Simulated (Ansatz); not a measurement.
# Nb2BN, from a guessed structure to a relaxed one, part 2 of 2

Starting from a made-up structure for Nb2BN, the aim is the relaxed cell, its shortest contacts and, where a second run follows, its electronic structure.

Ansatz 0.2.0; DFT, r2SCAN, plane-wave PAW, default files, scalar-relativistic, no spin, cell and ions relaxed at zero pressure (the session's first sound run).

So far: The starting structure; Relaxation of the guess. The relaxed cell has a = 3.182, c = 15.747 Å (conventional setting).

**3. Bands of the relaxed cell**

A second self-consistent run takes a narrower smearing and the mesh shown in its input; the bands follow along the standard path of the relaxed lattice.

This step: DFT, r2SCAN, plane-wave PAW, default files, scalar-relativistic, no spin, bands and density of states at the relaxed cell (Ansatz 0.2.0).

input.yaml reads:

```yaml
crystal:
  lattice:
    - [1.5910845933, 0.9186131183, 5.2489529111]
    - [-1.5910845933, 0.9186131183, 5.2489529111]
    - [0.0, -1.8372262365, 5.2489529111]
  atoms:
    - { symbol: Nb, position: [0.2523448579, 0.2523448579, 0.2523448579] }
    - { symbol: Nb, position: [0.7476551421, 0.7476551421, 0.7476551421] }
    - { symbol: "N", position: [0.5, 0.5, 0.5] }
    - { symbol: B, position: [0.0, 0.0, 0.0] }
kpoints:
  mp_grid: { grid: [12, 12, 12] }
  band_path:
    path:
      - [[0.0, 0.0, 0.0], [0.5, 0.0, 0.0], [0.5, 0.18708539, -0.18708539]]
      - [[0.81291461, 0.5, 0.18708539], [0.5, 0.5, 0.5], [0.0, 0.0, 0.0], [0.3435427, 0.0, -0.3435427]]
      - [[0.6564573, 0.3435427, 0.0], [0.5, 0.5, 0.0], [0.6564573, 0.6564573, 0.18708539], [0.5, 0.5, 0.5]]
      - [[0.5, 0.0, 0.0], [0.81291461, 0.3435427, 0.3435427]]
    npoints: 8
scf:
  occupations: { method: fermi_dirac, width: 0.03 }
  n_extra_bands: 8
hamiltonian:
  xc: r2scan
  pseudopotentials: { kind: paw }
output:
  forces: true
  stress: true
  write_bands: true
  dos: { projected: true }
  write_density: true
  write_potential: true
  elf: true
  volumetric_format: npy
```

Command:

```sh
ansatz run input.yaml --threads 4 --pin off --max-ram 8192MiB --backend cpu --events-out ev --progress --plain --runs-dir out
```

Numbers of over 12 decimals in the logs are rounded to 6 here.

The log of the run:

```text
[...]
Crystal: 4 atoms, lattice volume = 46.031 Å³
Basis set: ecut = 500 eV, 1147 PW (Γ), FFT grids on a1−a2, a2, −a2+a3, exchange–correlation on 96×180×96 points (64 copies of the dense FFT grid, shifted against one another)
Bands: 25, of which v1, the nominal top of the filled ones, is band 17 counted from 1 (16 counted from 0)
Symmetry: 12 space group operations
[...]
k-points: 189 of 1728
[...]
SCF iter   1: F=—  HF=-9672.187750 eV  |F-HF|=—  |Δ(HF+E_count)|=         —  Δρ=1.51e-2  dr2=1.52e-1  dr2_τ=2.77e-1  ethr=1.77e-3  ⟨swp⟩=6.0  Hψ=21817  notcnv=0  defer=10
[...]
SCF iter   8: F=-9672.204362 eV  HF=-9672.204362 eV  |F-HF|=1.11e-8  |Δ(HF+E_count)|=   1.24e-7  Δρ=4.93e-6  dr2=9.86e-9  dr2_τ=2.57e-10  ethr=2.94e-10  ⟨swp⟩=12.4  Hψ=29990  notcnv=0
SCF 1 converged in 8 iterations: F = -9672.204362 eV  dr2 = 9.86e-9
[...]
NSCF: frozen V_eff on 76 k-points
SCF converged after 8 iterations
Free energy (F): -9672.204362 eV
[...]
Internal energy: -9672.200213 eV  (E = F + TS)
E sigma→0 (E₀):  -9672.202287 eV
Entropy (-TS):   -0.004148 eV (-1.037 meV/atom)
Fermi energy:    18.116611 eV
[...]
--- Forces (eV/Å), atoms counted from 1 ---
  atom   1  Nb     0.00000000    -0.00000000    -0.07063041
  atom   2  Nb    -0.00000000     0.00000000     0.07063041
  atom   3  N      0.00000000     0.00000000    -0.00000000
  atom   4  B      0.00000000     0.00000000     0.00000000
  max |Σ_I F_I| component: 1.16e-18 eV/Å
--- Stress (GPa, compression-positive) ---
        0.052184       0.000000       0.000000
        0.000000       0.052184      -0.000000
        0.000000      -0.000000      -0.067576
  P = ⅓ Tr σ = 0.0123 GPa (0.123 kbar)
--- Band table (eV; the first three rows and the last of 189) ---
  k-point 0: bands = [... 13 lower, 16.8892, 16.9780, 16.9780, 17.0887, 17.6959, 17.6959, 18.5818, 18.5818, ... 4 higher]
  k-point 1: bands = [... 13 lower, 16.1865, 16.3561, 16.6330, 16.8949, 17.8718, 17.9796, 19.0143, 19.6306, ... 4 higher]
  k-point 2: bands = [... 13 lower, 14.8906, 15.5594, 16.1183, 16.8426, 18.3352, 18.6312, 19.6817, 19.8008, ... 4 higher]
  k-point 188: bands = [... 13 lower, 13.4243, 15.2096, 15.2096, 18.1440, 18.1440, 18.4908, 18.8415, 18.8415, ... 4 higher]
```

Run time: 7 s. Hardware: 4 threads of Arm Neoverse V2, shared host; peak memory 0.61 GiB.

Reading the cycles: dr2 is the Hartree energy of the density residual (eV), the measure of convergence; HF is the Harris–Foulkes estimate of the energy, which meets the free energy F at convergence.

Numbers from this step:

| Item | Value |
| --- | --- |
| free energy | -9672.2044 eV |
| energy at zero smearing | -9672.2023 eV |
| smearing term TS | 0.004148 eV |
| Fermi energy | 18.12 eV |
| pressure | 0.01226 GPa |

From bands.tsv, the bands that come nearest the Fermi level along the path, at its corners, in eV from the Fermi level:

```tsv
point	band 14	band 15	band 16	band 17	band 18	band 19	band 20	band 21
Γ	-1.23	-1.14	-1.14	-1.03	-0.42	-0.42	0.47	0.47
L	-5.07	-3.70	-2.69	-1.24	0.55	2.68	2.78	2.98
B1	-4.11	-4.10	-3.19	0.22	0.98	2.19	2.19	2.96
B	-4.11	-4.10	-3.19	0.22	0.98	2.19	2.19	2.96
Z	-4.69	-2.91	-2.91	0.03	0.03	0.37	0.72	0.72
Γ	-1.23	-1.14	-1.14	-1.03	-0.42	-0.42	0.47	0.47
X	-4.19	-4.01	-3.22	0.30	1.41	1.66	2.24	3.03
Q	-4.19	-4.01	-3.22	0.30	1.41	1.66	2.24	3.03
F	-4.01	-3.55	-1.66	-1.21	2.07	2.30	2.37	3.28
P1	-4.05	-3.73	-1.69	-1.52	1.94	2.25	2.41	3.14
Z	-4.69	-2.91	-2.91	0.03	0.03	0.37	0.72	0.72
L	-5.07	-3.70	-2.69	-1.24	0.55	2.68	2.78	2.98
P	-4.05	-3.73	-1.69	-1.52	1.94	2.25	2.41	3.14
```

Counts of states for the cell as run, both spins, by energy window (eV from the Fermi level):

| from | to | total |
| --- | --- | --- |
| -8 | -7 | 0.52 |
| -7 | -6 | 1.87 |
| -6 | -5 | 3.67 |
| -5 | -4 | 1.49 |
| -4 | -3 | 3.04 |
| -3 | -2 | 1.52 |
| -2 | -1 | 0.82 |
| -1 | 0 | 1.33 |
| 0 | 1 | 1.53 |
| 1 | 2 | 2.72 |
| 2 | 3 | 3.97 |
| 3 | 4 | 3.25 |

A further 19.8 states lie below the table's range.

Force by atom:

| atom | x (eV/Å) | y (eV/Å) | z (eV/Å) | size |
| --- | --- | --- | --- | --- |
| Nb1 | 0.0000 | 0.0000 | -0.0706 | 0.0706 |
| Nb2 | 0.0000 | 0.0000 | 0.0706 | 0.0706 |
| N3 | 0.0000 | 0.0000 | 0.0000 | 0.0000 |
| B4 | 0.0000 | 0.0000 | 0.0000 | 0.0000 |

ELF in the ac plane of the conventional cell at fractional y = 0.000, with atoms of Nb and N and B within 0.2 Å of it. It is the smooth field of the valence electrons, not physical close to the nuclei.

Ten even steps from '0' (0.10) to '9' (0.75), each cell a mean:
```
35786422357864
98632223212478
32100122110012
00023566643100
44212466642234
68972012114897
78863345423787
33235789864322
12345555555432
11101233321011
87531112111367
47996200147996
78985200036998
55311123210245
11111233221111
12356666666431
54334688753344
57973134324897
78852122213688
22113577752112
00012344432100
44210122210134
99752222223589
12687533468852
```
Columns run along a (3.2 Å), rows up along c (15.7 Å), edges of the conventional cell, whose origin can differ from the input's. Atoms in or near the plane, at fractional coordinates: Nb at (0.00, 0.25), Nb at (0.00, 0.75), N at (0.00, 0.50), B at (0.00, 0.00).

Electrostatic potential energy in the ac plane of the conventional cell at fractional y = 0.000, with atoms of Nb and N and B within 0.2 Å of it. With pseudopotentials it is smooth inside the atoms' cores, unlike the true potential.

Values in eV, 24 rows by 14 columns, each cell a mean:
```
-24 -17  -1  11  15  15  14  14  14  15  14   8  -7 -20
 17  17  16  14  11   6   1   0   2   8  12  15  16  17
 19  19  17  15  13   9   6   4   6  10  13  16  18  19
 17  17  17  17  17  16  15  15  16  16  17  17  17  17
 -7  -4   3   9  14  17  17  18  17  16  13   8   0  -5
-52 -50 -40 -18   1  12  16  17  16  10  -3 -25 -45 -51
-49 -46 -35 -14   3  13  16  17  16  11  -1 -20 -40 -47
  1   3   8  13  15  16  16  16  16  16  15  12   6   3
 19  19  19  18  16  14  12  12  13  15  17  18  19  19
 19  19  17  15  11   6   1   0   2   8  12  15  18  19
 13  14  16  15  12   9   5   4   6  10  13  15  15  14
-42 -33 -10  10  16  16  16  15  16  16  16   5 -18 -36
-27 -19  -1  12  16  15  14  14  14  15  16   9  -8 -22
 17  17  17  15  11   6   2   1   3   8  12  15  17  17
 19  19  18  15  12   8   4   3   5   9  13  16  18  19
 18  18  18  18  17  15  14  13  14  16  17  18  18  18
-12  -9   0   8  13  16  17  17  17  15  12   6  -3 -10
-53 -52 -43 -20   0  12  16  17  16   9  -5 -27 -48 -52
-46 -43 -30 -11   5  14  17  17  16  11   1 -17 -35 -44
  4   6  10  13  16  17  17  17  17  17  15  12   8   5
 18  18  18  17  16  15  14  14  14  15  17  17  18  18
 19  18  17  15  11   6   2   1   3   8  12  15  18  19
 12  13  15  14  12   8   4   3   5   9  13  15  14  13
-37 -29  -9   9  15  16  16  16  16  16  14   5 -16 -32
```
Columns run along a (3.2 Å; values clipped at the 3rd and 97th percentile), rows up along c (15.7 Å), edges of the conventional cell, whose origin can differ from the input's. Atoms in or near the plane, at fractional coordinates: Nb at (0.00, 0.25), Nb at (0.00, 0.75), N at (0.00, 0.50), B at (0.00, 0.00).

Valence density in the ac plane of the conventional cell at fractional y = 0.000, with atoms of Nb and N and B within 0.2 Å of it. It is the smooth field of the valence electrons, not physical close to the nuclei.

Ten even steps from '_' (0.1 e/Å³) to '@' (4.8 e/Å³), each cell a mean:
```
......________________......
____________......__________
______________..____________
____________________________
::....__________________....
@@@@##--..__________..==%%@@
@@%%**--..__________..--##%%
....______________________..
____________________________
____________......__________
....______________________..
**++--..______________::==**
++==::..______________..--==
____________....____________
____________......__________
____________________________
--::..________________....::
@@@@##--..__________..==%%@@
%%##++::____________..--**%%
____________________________
____________________________
____________......__________
______________..____________
__......______________......
```
Columns run along a (3.2 Å), rows up along c (15.7 Å), edges of the conventional cell, whose origin can differ from the input's. Atoms in or near the plane, at fractional coordinates: Nb at (0.00, 0.25), Nb at (0.00, 0.75), N at (0.00, 0.50), B at (0.00, 0.00).

**4. Summary of results**

| Property | Result |
| --- | --- |
| space group, relaxed | R-3m |
| conventional cell | a = 3.182, b = 3.182, c = 15.747 Å; α = 90.0°, β = 90.0°, γ = 120.0° |
| volume per atom | 11.51 Å³ (guess 9.67) |

In words: Nb2BN relaxes to R-3m with a = 3.182, b = 3.182 and c = 15.747 Å. The guessed volume was 16 % too small. The space group R-3m was held in the relaxation, so the end point is a stationary structure within it and may be a saddle against distortions or other arrangements. Bands cross the Fermi level, so it is a metal or semimetal at this level. On the 12×12×12 mesh with the narrower smearing (relaxed on 10×10×10) the largest force component is 0.071 eV/Å and the largest stress component is 0.068 GPa, against the relaxation's thresholds of 0.015 eV/Å and 0.05 GPa. The cutoff wasn't tested. No dispersion term is used, so weakly bound directions may come out too long. The runs have no spin, and magnetism wasn't tested. Nothing here tests whether the compound is stable against decomposition.

[Logs are printed without paths, hosts, clocks, repeated set-up lines and the standing remarks that a program may print on its own settings, such as how far it seeks lower states.]

[Hosts, paths, dates, database ids (printed as entryN), source tags and the programs' standing remarks are cut or masked in the printed files.]
